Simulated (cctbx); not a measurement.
**Reading a Patterson map**

Space group P-6m2 (no. 187), a = 5.4050 Å, b = 5.4050 Å, c = 8.7090 Å, α = 90.00°, β = 90.00°, γ = 120.00°, content Bi4 Co8.

Simulated single-crystal data (cctbx): Mo Kα, λ = 0.71073 Å, to d = 0.8 Å, 50 % of the full sphere, strongest reflection 70000 counts, noise from counting, a 3 % proportional error and a noise floor of 4 counts (s.d.); no absorption.

Patterson synthesis, origin scaled to 1000:

```text
Patterson group P 6/m m m
      u       v       w   height  length (A)
  0.000   0.000   0.000   1000.0     0.00
  0.333   0.667   0.500    515.0     5.36
  0.000   0.000   0.380    412.0     3.31
  0.333   0.667   0.106    236.4     3.25
  0.000   0.500   0.191    198.0     3.17
  0.163   0.326   0.301     92.0     3.03
  0.053   0.527   0.000     25.8     2.71
  0.000   0.000   0.500     18.1     4.35
  0.103   0.207   0.081     17.9     1.20
  0.215   0.430   0.446     11.6     4.37
  0.124   0.249   0.447      8.9     4.06
  0.119   0.410   0.089      8.0     2.12
  0.000   0.000   0.130      6.6     1.13
  0.000   0.204   0.067      5.9     1.24
```

Q: Assign the vectors.

A peak at u stands for all pairs with xi − xj = u, with weight Σ ZiZj against Σ Z² = 33388 at the origin. Peak heights follow these weights only roughly, since form factors, motion and series ripples differ, all vectors within 0.55 Å of a peak are counted as merged into it though the farther ones add only part of their weight, and F(000) is left out, which lowers the whole map:

| u | v | w | shortest length (Å) | height | 1000 ΣZiZj/ΣZ² | pairs in the cell |
| --- | --- | --- | --- | --- | --- | --- |
| 0.333 | 0.667 | 0.500 | 5.36 | 515 | 747 | 2 × Bi–Bi, 4 × Bi–Co, 3 × Co–Co |
| 0.000 | 0.000 | 0.380 | 3.31 | 412 | 413 | 2 × Bi–Bi |
| 0.333 | 0.667 | 0.106 | 3.25 | 236 | 341 | 1 × Bi–Bi, 2 × Bi–Co |
| 0.000 | 0.500 | 0.191 | 3.17 | 198 | 268 | 4 × Bi–Co |
| 0.163 | 0.326 | 0.301 | 3.03 | 92 | 178 | 2 × Bi–Co, 2 × Co–Co |

The table stops at ten peaks or at a height of 45, below which ripples compete. In the model behind the data Bi, the heaviest element, has 2 independent sites: (0, 0, 0.8137) and (1/3, 2/3, 0.3064), up to an allowed shift of origin; the Bi–Bi vectors are differences of these positions and their symmetry mates. The whole model:

| atom | mult. | x | y | z | Ueq (Å²) |
| --- | --- | --- | --- | --- | --- |
| Bi1 | 2 | 0 | 0 | 0.8137 | 0.0082 |
| Bi2 | 2 | 1/3 | 2/3 | 0.3064 | 0.0072 |
| Co1 | 3 | 0.8341 | 0.1659 | 1/2 | 0.0129 |
| Co2 | 3 | 0.4988 | 0.9975 | 0 | 0.0154 |
| Co3 | 2 | 2/3 | 1/3 | 0.2527 | 0.0119 |

The model was made for the exercise: a known structure type with other elements put in, its volume estimated, not relaxed; displacement parameters are assumed.

[Logs are printed without paths, hosts, clocks, repeated set-up lines and the standing remarks that a program may print on its own settings, such as how far it seeks lower states.]
